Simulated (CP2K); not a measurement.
Two runs for the C K edge of ethynylpyrazine. Run A: CP2K XAS_TDP, all-electron GAPW, PBEh(45%), aug-cc-pVDZ, TDA, no relativity. Run B differs in one setting.

First lines with a strength over 0.0015. A:

```tsv
atom	energy (eV)	states	strength, one atom
C1 (bonded to C and H)	281.29	1	0.0420
	282.17	1	0.0492
	284.67	1	0.0063
	285.35	1	0.0052
	285.68	1	0.0034
C2 (bonded to 2 C)	281.56	1	0.0249
	282.11	1	0.0517
	283.48	1	0.0051
	284.63	1	0.0268
	286.88	1	0.0017
C3 (bonded to 2 C and N)	282.07	1	0.0470
	284.03	1	0.0019
	286.13	1	0.0032
	286.76	1	0.0018
	287.25	1	0.0094
C4 (bonded to C, N and H)	281.57	1	0.0553
	285.76	1	0.0129
	286.69	1	0.0040
	287.31	2	0.0080
	287.94	1	0.0019
C6 (bonded to C, N and H)	281.44	1	0.0512
	283.38	1	0.0028
	285.49	1	0.0128
	286.61	1	0.0026
	286.98	1	0.0104
C7 (bonded to C, N and H)	281.62	1	0.0519
	283.09	1	0.0034
	285.49	1	0.0130
	286.54	1	0.0028
	286.94	1	0.0091
```

B:

```tsv
atom	energy (eV)	states	strength, one atom
C1 (bonded to C and H)	287.18	1	0.0411
	288.06	1	0.0482
	290.57	1	0.0062
	291.24	1	0.0051
	291.58	1	0.0033
C2 (bonded to 2 C)	287.38	1	0.0244
	287.93	1	0.0506
	289.29	1	0.0050
	290.44	1	0.0263
	292.69	1	0.0016
C3 (bonded to 2 C and N)	287.45	1	0.0461
	289.40	1	0.0019
	291.51	1	0.0031
	292.14	1	0.0017
	292.63	1	0.0092
C4 (bonded to C, N and H)	287.14	1	0.0542
	291.33	1	0.0126
	292.26	1	0.0040
	292.88	2	0.0078
	293.51	1	0.0019
C6 (bonded to C, N and H)	287.04	1	0.0502
	288.98	1	0.0028
	291.09	1	0.0126
	292.21	1	0.0026
	292.58	1	0.0102
C7 (bonded to C, N and H)	287.29	1	0.0509
	288.76	1	0.0033
	291.16	1	0.0128
	292.22	1	0.0027
	292.61	1	0.0089
```

Question: Which was it: GW2X switched on, scalar relativity switched on, the basis, the functional?

GW2X switched on. GW2X shifts an atom's lines together and keeps their spacings. Against PBEh(45%) in aug-cc-pVDZ, the leading lines move by +5.89 eV (C1, to 287.18), +5.82 eV (C2, to 287.38), +5.38 eV (C3, to 287.45), +5.57 eV (C4, to 287.14), +5.60 eV (C6, to 287.04) and +5.67 eV (C7, to 287.29).

[Banner, clock and machine lines of the logs are left out without a mark of their own.]

[Logs are printed without paths, hosts, clocks, repeated set-up lines and the standing remarks that a program may print on its own settings, such as how far it seeks lower states.]

[Hosts, paths, dates, database ids (printed as entryN), source tags and the programs' standing remarks are cut or masked in the printed files.]
